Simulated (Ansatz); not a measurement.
# Relaxing C(110) slab, H on both faces (240 atoms), part 2 of 2

How does C(110) slab, H on both faces (240 atoms) relax, and what do bonds, charges and levels look like afterwards?

Ansatz 0.2.0; Kohn-Sham DFT, PBE+D3(BJ), PAW (set soft_2), plane waves.

The cell: 180 C and 60 H. The Brillouin zone is sampled at Γ only, in a cell whose shortest periodic width is 11 Å.

So far. Step 3 (Relaxation): The relaxation changed the energy by -30.0 meV/atom, and atoms moved by 0.047 Å r.m.s., 0.098 Å at most.

## (5) Single point at the relaxed geometry

The electronic structure is read at the final geometry, in a run of its own.

input.yaml reads:

```yaml
crystal:
  lattice:
    - [12.61125, 0.0, 0.0]
    - [0.0, 10.701, 0.0]
    - [0.0, 0.0, 18.08559]
  atoms:
    - { symbol: C, position: [0.89988, 0.1656, 0.3275] }
    - { symbol: C, position: [0.99983, 0.08578, 0.32749] }
    - { symbol: C, position: [0.99986, 0.00044, 0.39561] }
    - { symbol: C, position: [0.89986, 0.25103, 0.39558] }
    - { symbol: C, position: [0.89982, 0.16744, 0.4653] }
    - { symbol: C, position: [0.99983, 0.08402, 0.46533] }
    - { symbol: C, position: [0.99984, 0.00073, 0.53484] }
    - { symbol: C, position: [0.89984, 0.25066, 0.53481] }
    - { symbol: C, position: [0.89985, 0.16708, 0.60452] }
    - { symbol: C, position: [0.99987, 0.08433, 0.60454] }
    - { symbol: C, position: [0.99983, 0.99892, 0.67263] }
    - { symbol: C, position: [0.89982, 0.25254, 0.6726] }
    - { symbol: C, position: [0.09984, 0.16558, 0.32747] }
    - { symbol: C, position: [0.19986, 0.08583, 0.3275] }
    - { symbol: C, position: [0.19987, 0.0004, 0.39561] }
    - { symbol: C, position: [0.09983, 0.251, 0.39555] }
    - { symbol: C, position: [0.09984, 0.16741, 0.46531] }
    - { symbol: C, position: [0.19986, 0.08401, 0.46532] }
    - { symbol: C, position: [0.19986, 0.00077, 0.53485] }
    - { symbol: C, position: [0.09988, 0.25071, 0.53483] }
    - { symbol: C, position: [0.09987, 0.16708, 0.60454] }
    - { symbol: C, position: [0.19988, 0.08437, 0.60456] }
    - { symbol: C, position: [0.19984, 0.999, 0.67268] }
    - { symbol: C, position: [0.09979, 0.25248, 0.67262] }
    - { symbol: C, position: [0.89985, 0.49897, 0.32748] }
    - { symbol: C, position: [0.99984, 0.41922, 0.32747] }
    - { symbol: C, position: [0.99985, 0.33381, 0.39558] }
    - { symbol: C, position: [0.89986, 0.58434, 0.39562] }
    - { symbol: C, position: [0.89984, 0.5007, 0.46531] }
    - { symbol: C, position: [0.99985, 0.41736, 0.4653] }
    - { symbol: C, position: [0.99985, 0.33406, 0.53481] }
    - { symbol: C, position: [0.89983, 0.58399, 0.53482] }
    [... 202 atom lines left out ...]
    - { symbol: H, position: [0.59996, 0.72161, 0.72355] }
    - { symbol: H, position: [0.49985, 0.8631, 0.72348] }
    - { symbol: H, position: [0.69978, 0.88835, 0.27671] }
    - { symbol: H, position: [0.79959, 0.69658, 0.27664] }
    - { symbol: H, position: [0.79989, 0.72146, 0.72357] }
    - { symbol: H, position: [0.69995, 0.86319, 0.72351] }
kpoints:
  mp_grid: { grid: [1, 1, 1] }
hamiltonian:
  xc: pbe
  dispersion: d3bj
scf:
  occupations: { method: fixed }
output:
  forces: true
  populations: true
  dos:
    method: { smearing: { sigma: 0.15 } }
    de: 0.1
    projected:
      site_lists:
        C: [C]
        H: [H]
        hydrogen: [180, 181, 182, 183, 184, 185, 186, 187, 188, 189, 190, 191, 192, 193, 194, 195, 196, 197, 198, 199, 200, 201, 202, 203, 204, 205, 206, 207, 208, 209, 210, 211, 212, 213, 214, 215, 216, 217, 218, 219, 220, 221, 222, 223, 224, 225, 226, 227, 228, 229, 230, 231, 232, 233, 234, 235, 236, 237, 238, 239]
  eigenvalues: true
  write_density: true
  write_potential: true
  volumetric_format: npy
  elf: true
```

Started as:

```sh
$ ansatz run input.yaml --threads 4 --pin off --max-ram 8192MiB --backend cpu --events-out ev --progress --plain --runs-dir out
```

Numbers of over 12 decimals in the logs are rounded to 6 here.

Log:

```text
[...]
Crystal: 240 atoms, lattice volume = 2440.704 Å³
Basis set: ecut = 420 eV, 47673 PW (Γ), exchange–correlation on 180×144×250 points (8 copies of the dense FFT grid, shifted against one another)
Bands: 630, of which v1, the nominal top of the filled ones, is band 390 counted from 1 (389 counted from 0)
Symmetry: 1 space group operations
[...]
k-points: 1
[...]
SCF iter   1: F=—  HF=-46142.502812 eV  |F-HF|=—  |Δ(HF+E_count)|=         —  Δρ=4.01e-3  dr2=1.96e0  ethr=1.77e-3  ⟨swp⟩=6.0  Hψ=2651  notcnv=0  defer=238
[...]
SCF iter   8: F=-46142.116477 eV  HF=-46142.116477 eV  |F-HF|=6.11e-10  |Δ(HF+E_count)|=   5.66e-8  Δρ=4.30e-7  dr2=3.48e-9  ethr=7.46e-12  ⟨swp⟩=10.0  Hψ=4160  notcnv=0
SCF 1 converged in 8 iterations: F = -46142.116477 eV  dr2 = 3.48e-9
[...]
WARN: The output density's exchange-correlation potential varies sharply where the density is thin. Do not read a vacuum level from v_tot or v_xc, or from such a field of the output density. On a cell that repeats whose density bears no net charge and no dipole along the vacuum's axis use v_es (v_loc + v_h of the components); [...]
SCF converged after 8 iterations
Free energy (F): -46142.116477 eV
[...]
Internal energy: -46142.116477 eV  (E = F + TS)
E sigma→0 (E₀):  -46142.116477 eV
Fermi energy:    3.969505 eV
[...]
--- Forces (eV/Å), atoms counted from 1 ---
  atom   1  C     -0.00513092    -0.00100778    -0.00692685
  atom   2  C      0.01465873     0.00264227     0.01077073
  atom   3  C     -0.00581322    -0.01111281     0.00238297
  atom   4  C     -0.00371329     0.00223528    -0.00329235
  atom   5  C      0.00872635    -0.00997575    -0.00034079
  atom   6  C      0.00683797     0.00430297    -0.01079827
  atom   7  C      0.00541756     0.00511998     0.00397414
  atom   8  C      0.00257375     0.01289540     0.00060301
  atom   9  C      0.00144503     0.00541626     0.00476961
  atom  10  C     -0.01107102     0.00387653    -0.00337948
  atom  11  C     -0.00172425     0.00232652    -0.00854846
  atom  12  C      0.00100165    -0.01326897     0.00377015
  atom  13  C     -0.00559080    -0.00289289     0.00099492
  atom  14  C     -0.00312561    -0.00313739    -0.01221348
[...]
atom 239  H     -0.00213155     0.00473766    -0.00726645
  atom 240  H     -0.00330756    -0.00639231     0.00150977
  max |Σ_I F_I| component: 3.44e-5 eV/Å
--- Band table (eV) ---
[...]
--- Löwdin populations: 240 sites ---
  site symbol       q [e]
     0      C      4.1152
     1      C      4.1151
     2      C      3.9814
[...]
239      H      0.8525
  spilling = 0.004923 (of n_electrons = 780.000000)
```

The job ended after 2.9 min (4 threads of Arm Neoverse N1, shared host; peak memory 3.7 GiB).

The program notes that the exchange-correlation potential is rough where the density is thin.

The run gave:

* free energy: -46142.1165 eV
* free energy per atom: -192.2588 eV/atom
* SCF cycles: 8
* r.m.s. force component: 0.00694 eV/Å
* longest force: 0.03277 eV/Å
* Fermi energy: 3.97 eV
* gap (highest filled to lowest empty level): 2.223 eV
* potential in mid-vacuum, over the Fermi level: 3.188 eV
* potential 4.5 Å over the upper face: 3.188 eV
* potential 4.5 Å under the lower face: 3.193 eV
* spilling of the projection: 0.004923

Löwdin charges by element (they lack the spilled electrons, 0.016 e an atom on average):

| element | coordination | atoms | mean charge (e) | spread | least | most |
| --- | --- | --- | --- | --- | --- | --- |
| C | all | 180 | -0.0278 | 0.0618 | -0.115 | 0.0187 |
| H | all | 60 | 0.147 | 1.0e-4 | 0.147 | 0.148 |

By region:

```
  region  atoms  mean length of the force (eV/Å)
    slab    180                            0.012
hydrogen     60                            0.008
```

States in the cell by windows of 1 eV, zero at the Fermi level; the larger projections on atomic orbitals stand beside the total:

```csv
from (eV),to (eV),total,C p,C s,H s,hydrogen
-18,-17,19.5,7.0,11.6,0.8,0.8
-17,-16,31.2,12.3,17.7,1.0,1.0
-16,-15,28.4,10.4,16.5,1.3,1.3
-15,-14,27.4,9.7,16.4,1.1,1.1
-14,-13,23.9,9.7,12.9,1.2,1.2
-13,-12,30.4,18.8,10.3,1.1,1.1
-12,-11,42.5,26.5,13.4,2.3,2.3
-11,-10,36.0,21.5,11.0,3.3,3.3
-10,-9,31.3,20.7,8.7,1.7,1.7
-9,-8,49.2,39.8,4.6,4.4,4.4
-8,-7,56.5,44.6,6.6,5.1,5.1
-7,-6,64.1,53.9,5.1,4.8,4.8
-6,-5,77.5,65.3,5.3,6.7,6.7
-5,-4,80.1,71.6,2.5,5.8,5.8
-4,-3,63.9,57.9,1.1,4.7,4.7
-3,-2,50.3,46.1,1.0,3.0,3.0
-2,-1,19.2,17.7,0.4,1.0,1.0
-1,0,9.3,8.5,0.1,0.7,0.7
0,1,0.7,0.7,0.0,0.0,0.0
1,2,0.2,0.0,0.0,0.0,0.0
2,3,9.7,1.1,0.9,2.4,2.4
3,4,11.7,1.5,1.1,2.7,2.7
4,5,27.6,4.6,3.9,5.4,5.4
```

With fixed occupations the program's Fermi level is the highest filled level; weight inside the gap is the broadening of levels at its edges.

Between -22 and -18 eV lie 38 more states.

The levels nearest the highest filled one (over half full), pooled over k-points and spins:

```csv
level less the highest filled one (eV),occupation
-0.917,2
-0.916,2
-0.868,2
-0.847,2
-0.508,2
0,2
2.22,0
2.23,0
2.96,0
2.96,0
2.98,0
2.98,0
```

Planar average of the electrostatic potential energy along the normal, with the Fermi level as zero, after a running mean with a triangular window 4 Å wide at its base:

```csv
height (Å),potential energy (eV)
0.0,3.19
0.6,3.19
1.0,3.19
1.6,3.19
2.0,3.18
2.6,3.12
3.0,2.91
3.6,2.14
4.1,0.85
4.6,-1.67
5.1,-3.94
5.6,-7.17
6.2,-9.30
6.7,-10.32
7.2,-11.02
7.7,-10.89
8.2,-11.03
8.7,-10.96
9.3,-10.88
9.7,-11.05
10.3,-10.87
10.7,-11.00
11.3,-10.62
11.7,-9.66
12.3,-7.87
12.9,-4.77
13.3,-2.41
13.9,0.27
14.3,1.78
14.9,2.77
15.3,3.08
15.9,3.17
16.3,3.19
16.9,3.19
17.4,3.19
17.9,3.19
```

Electrostatic potential energy in the cb plane at fractional x = 0.100, with atoms of C and H within 0.2 Å of it. With pseudopotentials it is smooth inside the atoms' cores, unlike the true potential.

Values in eV, 13 rows by 16 columns, each cell a mean:
```
  7   7   7   7   1   1 -31   1 -29  -5 -21 -13   7   7   7   7
  7   7   7   7 -12 -27 -20 -29 -20 -25 -21 -19   5   7   7   7
  7   7   7   7   2 -23   2 -24   1 -18  -5   4   6   7   7   7
  7   7   7   7   6   4   4   4   4   4   5   6   7   7   7   7
  7   7   7   7   6   4 -17   3 -15   0 -10  -5   7   7   7   7
  7   7   7   6 -13 -14 -33 -15 -31 -17 -26 -22   6   7   7   7
  7   7   7   7  -2 -35   0 -37  -2 -27 -11  -2   6   7   7   7
  7   7   7   7   6   0   5   1   5   1   4   6   7   7   7   7
  7   7   7   7   6   5  -4   4  -3   3  -2   1   7   7   7   7
  7   7   7   7  -7  -3 -39  -4 -36 -10 -27 -19   6   7   7   7
  7   7   7   7  -7 -38  -7 -40  -8 -31 -16 -11   5   7   7   7
  7   7   7   7   4  -9   4  -9   4  -6   1   6   7   7   7   7
  7   7   7   7   7   5   3   5   4   4   4   5   7   7   7   7
```
Columns run along c (18.1 Å; values clipped at the 3rd and 97th percentile), rows up along b (10.7 Å). Atoms in or near the plane, at fractional coordinates: C at (0.33, 0.17), C at (0.40, 0.25), C at (0.47, 0.17), C at (0.53, 0.25), C at (0.60, 0.17), C at (0.67, 0.25), C at (0.33, 0.50), C at (0.40, 0.58), C at (0.47, 0.50), C at (0.53, 0.58), C at (0.60, 0.50), C at (0.67, 0.59), C at (0.33, 0.83), C at (0.40, 0.92) and more.

ELF in the cb plane at fractional x = 0.100, with atoms of C and H within 0.2 Å of it. It is the smooth field of the valence electrons, not physical close to the nuclei.

Values in units of 1e-1, 13 rows by 16 columns, each cell a mean:
```
0.0 0.0 0.0 1.6 5.6 3.7 5.0 3.4 5.0 4.0 4.6 5.2 2.0 0.0 0.0 0.0
0.0 0.0 0.1 4.2 9.4 6.4 6.6 6.0 6.8 6.5 6.8 8.8 7.2 0.3 0.0 0.0
0.0 0.0 0.0 0.4 3.4 5.0 2.5 5.1 2.7 4.6 3.5 3.3 2.0 0.1 0.0 0.0
0.0 0.0 0.0 0.1 0.6 1.6 1.2 1.6 1.2 1.4 1.3 0.8 0.2 0.0 0.0 0.0
0.0 0.0 0.0 0.5 2.5 1.8 5.0 1.7 4.8 2.4 4.0 3.8 0.5 0.0 0.0 0.0
0.0 0.0 0.1 4.4 9.6 7.0 5.6 6.6 5.9 6.8 6.3 8.1 6.4 0.3 0.0 0.0
0.0 0.0 0.0 1.5 5.8 4.8 4.4 4.7 4.6 4.8 4.8 6.2 4.2 0.1 0.0 0.0
0.0 0.0 0.0 0.1 1.0 3.2 0.8 3.2 0.9 2.6 1.6 0.5 0.2 0.0 0.0 0.0
0.0 0.0 0.0 0.2 0.9 1.0 4.1 0.9 3.9 1.6 3.2 2.7 0.2 0.0 0.0 0.0
0.0 0.0 0.0 3.2 8.2 5.8 4.8 5.4 5.0 5.6 5.2 6.6 4.2 0.1 0.0 0.0
0.0 0.0 0.0 3.0 8.1 5.2 6.2 4.9 6.3 5.5 6.2 8.3 6.4 0.3 0.0 0.0
0.0 0.0 0.0 0.1 1.8 4.6 1.2 4.6 1.4 3.9 2.4 1.2 0.6 0.0 0.0 0.0
0.0 0.0 0.0 0.1 0.4 0.9 2.3 0.8 2.2 1.1 1.9 1.5 0.1 0.0 0.0 0.0
```
Columns run along c (18.1 Å), rows up along b (10.7 Å). Atoms in or near the plane, at fractional coordinates: C at (0.33, 0.17), C at (0.40, 0.25), C at (0.47, 0.17), C at (0.53, 0.25), C at (0.60, 0.17), C at (0.67, 0.25), C at (0.33, 0.50), C at (0.40, 0.58), C at (0.47, 0.50), C at (0.53, 0.58), C at (0.60, 0.50), C at (0.67, 0.59), C at (0.33, 0.83), C at (0.40, 0.92) and more.

Mean Löwdin charges: C -0.03, H +0.15 e (they miss 0.49 % of the electrons, so they add up to more than the cell's charge). Charges this small depend on the projection, at times even in sign. The potential stands 3.19 eV above the highest filled level over the upper face and 3.19 eV under the lower one, a reading of the ionisation potential at this level on the run's k-points.

Local excerpt of 10 atoms (numbers count through the whole input) about C11, whose charge lies farthest from its element's mean; x, y, z are measured from there.

```csv
atom,x,y,z,distance (Å),bonds,Löwdin charge (e)
C11,0.00,0.00,0.00,0.00,4,-0.12
H183,0.00,0.60,0.92,1.10,1,0.15
C108,1.26,-0.85,0.00,1.52,4,-0.12
C72,-1.26,-0.85,0.00,1.52,4,-0.12
C10,0.00,0.91,-1.23,1.53,4,0.02
H204,-1.26,-1.45,0.92,2.13,1,0.15
H216,1.26,-1.45,0.92,2.13,1,0.15
C7,0.00,0.02,-2.49,2.49,4,0.01
C105,1.26,-1.77,-1.23,2.50,4,0.02
C69,-1.26,-1.77,-1.23,2.50,4,0.02
```

The column of bonds counts only the pairs C-C within 1.85 Å, C-H within 1.34 Å; other neighbours, such as metal atoms beside each other in a compound, aren't counted, and periodic images can show an atom twice.

## (6) Another try, on a changed input

The input is spoilt on purpose; the run shows how that looks.

input.yaml, the sections that differ from step 5:

```yaml
crystal:
  lattice:
    - [12.61125, 0.0, 0.0]
    - [0.0, 10.701, 0.0]
    - [0.0, 0.0, 18.08559]
  atoms:
    [... the 240 atom lines of step 2 ...]
scf:
  occupations: { method: fixed }
  mixing: { algorithm: anderson, beta: 0.001, ndim: 1 }
  max_iter: 60
output:
  forces: true
# kpoints, hamiltonian: as in step 5
```

Log:

```text
Engine: ansatz 0.2.0, aarch64-unknown-linux-gnu
Pseudopotentials: kind: paw
Pseudopotential: C, paw, valence charge 4, recommended cutoff 420 eV (normal), C.paw.azcp
Pseudopotential: H, paw, valence charge 1, recommended cutoff 420 eV (normal), H.paw.azcp
[... 5 lines on functional and potentials left out ...]
Crystal: 240 atoms, lattice volume = 2440.704 Å³
Basis set: ecut = 420 eV, 47673 PW (Γ), exchange–correlation on 180×144×250 points (8 copies of the dense FFT grid, shifted against one another)
Bands: 630, of which v1, the nominal top of the filled ones, is band 390 counted from 1 (389 counted from 0)
Symmetry: 1 space group operations
Space group: P1 (ITA 1), of the structure as read, at distance tolerance 1.3e-4 Å
k-points: 1
[... 5 lines on functional and potentials left out ...]
Initial density: superposition of atomic densities (neutral atoms: chi_scale 0, normalization atom), corrected by the library's trained network
Initial wavefunctions: pseudopotential atomic-orbital guess
Functional: x = pbe(κ = 0.804, μ = 0.219515), c = pbe(β = 0.066725)
SCF iter   1: F=—  HF=-46135.230676 eV  |F-HF|=—  |Δ(HF+E_count)|=         —  Δρ=4.17e-3  dr2=1.64e0  ethr=1.77e-3  ⟨swp⟩=9.0  Hψ=2427  notcnv=0  defer=238
preconditioner: auto → Resta (q_TF=auto, 2.256 Å⁻¹)  ε∞=2.6  [insulator: Δε(μ)=2.661 eV  Ē_g=16.833 eV  n_scr=466 (ndim 1)  ℏωp=21.0 eV  f_vac=0.442  ε∞_Penn≈2.6  vacuum switching on, ρ_ref=2.1e-2 e/Å³]
SCF iter   2: F=—  HF=-46135.235757 eV  |F-HF|=—  |Δ(HF+E_count)|=   5.08e-3  Δρ=4.20e-3  dr2=1.64e0  ethr=2.10e-4  ⟨swp⟩=2.0  Hψ=669  notcnv=0  defer=238
SCF iter   3: F=—  HF=-46135.233895 eV  |F-HF|=—  |Δ(HF+E_count)|=   1.86e-3  Δρ=4.20e-3  dr2=1.63e0  ethr=2.10e-4  ⟨swp⟩=1.0  Hψ=398  notcnv=0  defer=118
automatic band count: iteration 3 solves 512 bands in place of 630: the levels show a gap, and the empty bands left out lie too high to hold charge; the band table lists the bands solved (type scf.n_extra_bands for more)
SCF iter   4: F=—  HF=-46135.231953 eV  |F-HF|=—  |Δ(HF+E_count)|=   1.94e-3  Δρ=4.20e-3  dr2=1.63e0  ethr=2.10e-4  ⟨swp⟩=1.0  Hψ=398  notcnv=0  defer=117
SCF iter   5: F=—  HF=-46135.230352 eV  |F-HF|=—  |Δ(HF+E_count)|=   1.60e-3  Δρ=4.19e-3  dr2=1.62e0  ethr=2.09e-4  ⟨swp⟩=1.0  Hψ=398  notcnv=0  defer=116
SCF iter   6: F=—  HF=-46135.228932 eV  |F-HF|=—  |Δ(HF+E_count)|=   1.42e-3  Δρ=4.19e-3  dr2=1.62e0  ethr=2.08e-4  ⟨swp⟩=1.0  Hψ=398  notcnv=0  defer=116
SCF iter   7: F=—  HF=-46135.227645 eV  |F-HF|=—  |Δ(HF+E_count)|=   1.29e-3  Δρ=4.18e-3  dr2=1.61e0  ethr=2.08e-4  ⟨swp⟩=1.0  Hψ=398  notcnv=0  defer=115
SCF iter   8: F=—  HF=-46135.226387 eV  |F-HF|=—  |Δ(HF+E_count)|=   1.26e-3  Δρ=4.18e-3  dr2=1.61e0  ethr=2.07e-4  ⟨swp⟩=1.0  Hψ=398  notcnv=0  defer=114
SCF iter   9: F=—  HF=-46135.225190 eV  |F-HF|=—  |Δ(HF+E_count)|=   1.20e-3  Δρ=4.18e-3  dr2=1.60e0  ethr=2.06e-4  ⟨swp⟩=1.0  Hψ=398  notcnv=0  defer=114
SCF iter  10: F=—  HF=-46135.223957 eV  |F-HF|=—  |Δ(HF+E_count)|=   1.23e-3  Δρ=4.17e-3  dr2=1.60e0  ethr=2.05e-4  ⟨swp⟩=1.0  Hψ=398  notcnv=0  defer=114
[...]
SCF iter  26: F=—  HF=-46135.205990 eV  |F-HF|=—  |Δ(HF+E_count)|=   1.06e-3  Δρ=4.10e-3  dr2=1.51e0  ethr=1.95e-4  ⟨swp⟩=1.0  Hψ=398  notcnv=0  defer=114
SCF iter  27: F=—  HF=-46135.204925 eV  |F-HF|=—  |Δ(HF+E_count)|=   1.06e-3  Δρ=4.10e-3  dr2=1.51e0  ethr=1.94e-4  ⟨swp⟩=1.0  Hψ=398  notcnv=0  defer=114
SCF iter  28: F=—  HF=-46135.203819 eV  |F-HF|=—  |Δ(HF+E_count)|=   1.11e-3  Δρ=4.10e-3  dr2=1.50e0  ethr=1.93e-4  ⟨swp⟩=1.0  Hψ=398  notcnv=0  defer=114
SCF iter  29: F=—  HF=-46135.202712 eV  |F-HF|=—  |Δ(HF+E_count)|=   1.11e-3  Δρ=4.09e-3  dr2=1.50e0  ethr=1.93e-4  ⟨swp⟩=1.0  Hψ=398  notcnv=0  defer=114
SCF iter  30: F=—  HF=-46135.201625 eV  |F-HF|=—  |Δ(HF+E_count)|=   1.09e-3  Δρ=4.09e-3  dr2=1.49e0  ethr=1.92e-4  ⟨swp⟩=1.0  Hψ=398  notcnv=0  defer=114
SCF iter  31: F=—  HF=-46135.202604 eV  |F-HF|=—  |Δ(HF+E_count)|=   9.79e-4  Δρ=4.08e-3  dr2=1.49e0  ethr=1.28e-7  ⟨swp⟩=1.0  Hψ=1490  notcnv=0
Mixer restart at iter 31: flushing history
automatic band count: iteration 31 solves 630 bands in place of 512: the mixing has stalled, and the SCF is to minimise its free energy, so it keeps every band
iteration 31: the SCF's residuals had fallen too slowly under its mixing. It goes on by minimising its free energy, and can end on another state than longer mixing would; under `scf.algorithm: density_mixing` no SCF does so, but by `scf.convergence.dm_fallback`
SCF iter  32: F=—  HF=-46134.973854 eV  |F-HF|=—  |Δ(HF+E_count)|=   2.29e-1  Δρ=2.26e-3  dr2=2.07e-1  ethr=1.28e-7  ⟨swp⟩=113.0  Hψ=8185  notcnv=0
SCF iter  33: F=—  HF=-46134.917781 eV  |F-HF|=—  |Δ(HF+E_count)|=   5.61e-2  Δρ=6.97e-4  dr2=3.41e-2  ethr=1.28e-7  ⟨swp⟩=54.0  Hψ=5448  notcnv=0
SCF iter  34: F=—  HF=-46134.909679 eV  |F-HF|=—  |Δ(HF+E_count)|=   8.10e-3  Δρ=1.80e-4  dr2=1.43e-3  ethr=1.28e-7  ⟨swp⟩=119.0  Hψ=4486  notcnv=0
```

Elapsed: 8.2 min, on 4 threads; peak memory 4.2 GiB.

Residual by cycle:

cycle, log10 residual and a bar from the least value:
```
        1        0.2 ##############################
        4        0.2 ##############################
        7        0.2 ##############################
       10        0.2 ##############################
       13        0.2 ##############################
       16        0.2 ##############################
       19        0.2 ##############################
       22        0.2 ##############################
       25        0.2 ##############################
       28        0.2 ##############################
       31        0.2 ##############################
       34       -2.8
```

The run was cut off at its time limit.

After 34 cycles the residual stands at 0.0014.

The change made on purpose: scf.mixing.algorithm = "anderson", scf.mixing.beta = 0.001 and scf.mixing.ndim = 1.

## (7) Summary of results

* energy change in the relaxation: -30.03 meV/atom
* r.m.s. displacement: 0.047 Å
* largest displacement: 0.098 Å
* free energy per atom: -192.2588 eV/atom
* r.m.s. force component: 0.00694 eV/Å
* gap (highest filled to lowest empty level): 2.223 eV
* potential in mid-vacuum, over the Fermi level: 3.188 eV
* wall time of the 4 DFT runs: 16 min

Relaxation lowers the energy by 30.0 meV/atom and moves atoms by 0.047 Å r.m.s.; the r.m.s. force component goes from 1.0 to 0.0069 eV/Å, and the gap from 2.14 to 2.22 eV. By the final cutoffs no bond was broken or made. First to last step the energy falls by 7.207 eV; the largest move, 0.10 Å, is that of H207. The C-H bonds change most in mean length: from 1.083 Å (spread 0.030) to 1.098 Å (spread 0.000). With the cutoffs above, all C atoms have 4 and all H atoms have 1 bonded neighbour. Between filled and empty levels lie 2.22 eV at Γ alone; the mesh holds the band edges only if they fold onto it, so the gap at this level can be narrower or closed, and states at the surface or the caps may set it. The potential stands 3.19 eV above the highest filled level over the upper face and 3.19 eV under the lower one, a reading of the ionisation potential at this level on the run's k-points.

[Logs are printed without paths, hosts, clocks, repeated set-up lines and the standing remarks that a program may print on its own settings, such as how far it seeks lower states.]

[Hosts, paths, dates, database ids (printed as entryN), source tags and the programs' standing remarks are cut or masked in the printed files.]
